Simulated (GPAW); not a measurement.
Two runs for the F K edge of atom 3 in Ba2NF (R-3m). Run A: GPAW, LDA, full core hole (charged cell), 12-atom cell with 7.0 Å between holes, 3×3×3 k points, dipole transitions, Gaussian full width 0.9 eV up to 4 eV, rising linearly to 3.5 eV at 25 eV. Run B differs in one choice.

Energy from the lowest empty level; intensity scaled to a mean of 1 over the first 20 eV:

```
E (eV)     A     B
 -2.00  0.00  0.00
 -1.25  0.00  0.00
 -0.50  0.02  0.00
  0.25  0.27  0.13
  1.00  1.25  0.82
  1.75  1.87  1.26
  2.50  1.53  1.05
  3.25  0.91  1.09
  4.00  1.12  1.51
  4.75  1.27  1.30
  5.50  1.22  1.26
  6.25  1.14  1.26
  7.00  1.02  1.23
  7.75  0.60  0.95
  8.50  0.47  0.58
  9.25  0.37  0.33
 10.00  0.29  0.27
 10.75  0.35  0.33
 11.50  0.49  0.47
 12.25  0.74  0.65
 13.00  1.20  1.03
 13.75  1.81  1.54
 14.50  2.09  1.82
 15.25  1.85  1.81
 16.00  1.42  1.67
 16.75  1.02  1.37
 17.50  0.73  0.98
 18.25  0.59  0.71
 19.00  0.54  0.64
 19.75  0.52  0.63
 20.50  0.50  0.59
 21.25  0.49  0.52
 22.00  0.54  0.50
 22.75  0.66  0.55
 23.50  0.82  0.68
 24.25  0.99  0.85
 25.00  1.12  1.03
 25.75  1.20  1.19
 26.50  1.23  1.30
 27.25  1.25  1.38
 28.00  1.26  1.42
 28.75  1.26  1.42
 29.50  1.24  1.36
 30.25  1.18  1.25
```

**Question.** What was changed?
a) the size of the supercell
b) the volume of the cell
c) the broadening
d) the plane-wave cutoff

(a): run B changes the supercell atoms from 12 to 4, and the k mesh follows the cell. The scaled spectrum changes by 22 % r.m.s. The highest intensity below 16 eV goes from 14.5 eV (2.09) to 14.8 eV (1.84). Other settings could leave a like mark; this is the one that was changed.

[Banner, clock and machine lines of the logs are left out without a mark of their own.]

[Logs are printed without paths, hosts, clocks, repeated set-up lines and the standing remarks that a program may print on its own settings, such as how far it seeks lower states.]

[Hosts, paths, dates, database ids (printed as entryN), source tags and the programs' standing remarks are cut or masked in the printed files.]

[Lists of maxima count a maximum above −3 eV only where it reaches 4 % of the highest in the window and stands out from its surroundings by 2 % of it (1.5 % where it reaches 55 %); shoulders and weaker maxima are passed over, and of the rest the first, up to two pre-edge ones and the few strongest are named.]
